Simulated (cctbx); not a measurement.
## Interatomic vectors of Cd2Cu2Si

Space group P4/mbm (no. 127), a = 6.7400 Å, b = 6.7400 Å, c = 3.2570 Å, α = 90.00°, β = 90.00°, γ = 90.00°, content Cd4 Cu4 Si2.

Simulated single-crystal data (cctbx): Mo Kα, λ = 0.71073 Å, to d = 0.84 Å, 80 % of the full sphere, strongest reflection 20000 counts, noise from counting, a 3 % proportional error and a noise floor of 4 counts (s.d.); no absorption.

Patterson synthesis, origin scaled to 1000:

```text
Patterson group P 4/m m m
      u       v       w   height  length (A)
  0.000   0.000   0.000   1000.0     0.00
  0.162   0.500   0.000    377.8     3.54
  0.500   0.500   0.500    296.2     5.04
  0.000   0.296   0.500    224.1     2.58
  0.209   0.209   0.500    174.2     2.58
  0.345   0.345   0.000    158.5     3.29
  0.226   0.226   0.000     29.4     2.16
  0.000   0.419   0.187     -0.7     2.89
  0.123   0.339   0.000     -3.6     2.43
  0.057   0.174   0.145     -7.0     1.32
  0.000   0.108   0.331     -7.8     1.30
  0.500   0.500   0.114    -10.9     4.78
  0.000   0.000   0.398    -11.4     1.30
  0.118   0.500   0.355    -13.8     3.65
```

**Question.** Which atom pairs make the peaks, and where is the heaviest atom?

A peak at u stands for all pairs with xi − xj = u, with weight Σ ZiZj against Σ Z² = 12972 at the origin. Peak heights follow these weights only roughly, since form factors, motion and series ripples differ, all vectors within 0.55 Å of a peak are counted as merged into it though the farther ones add only part of their weight, and F(000) is left out, which lowers the whole map:

| u | v | w | shortest length (Å) | height | 1000 ΣZiZj/ΣZ² | pairs in the cell |
| --- | --- | --- | --- | --- | --- | --- |
| 0.162 | 0.500 | 0.000 | 3.54 | 378 | 355 | 2 × Cd–Cd |
| 0.500 | 0.500 | 0.500 | 5.04 | 296 | 858 | 8 × Cd–Cu |
| 0.000 | 0.296 | 0.500 | 2.58 | 224 | 429 | 4 × Cd–Cu |
| 0.209 | 0.209 | 0.500 | 2.57 | 174 | 215 | 2 × Cd–Cu |
| 0.345 | 0.345 | 0.000 | 3.29 | 158 | 178 | 1 × Cd–Cd |

The table stops at ten peaks or at a height of 45, below which ripples compete. In the model behind the data Cd, the heaviest element, has 1 independent site: (0.6734, 0.8266, 1/2), up to an allowed shift of origin; the Cd–Cd vectors are differences of these positions and their symmetry mates. The whole model:

```
atom  mult.       x       y    z  Ueq (Å²)
 Cd1      4  0.6734  0.8266  1/2    0.0117
 Cu1      4  0.1223  0.3777    0    0.0203
 Si1      2     1/2     1/2    0    0.0399
```

The model is made up (kin elements in a known structure type, no relaxation), so it says nothing on whether the phase exists.

[Logs are printed without paths, hosts, clocks, repeated set-up lines and the standing remarks that a program may print on its own settings, such as how far it seeks lower states.]
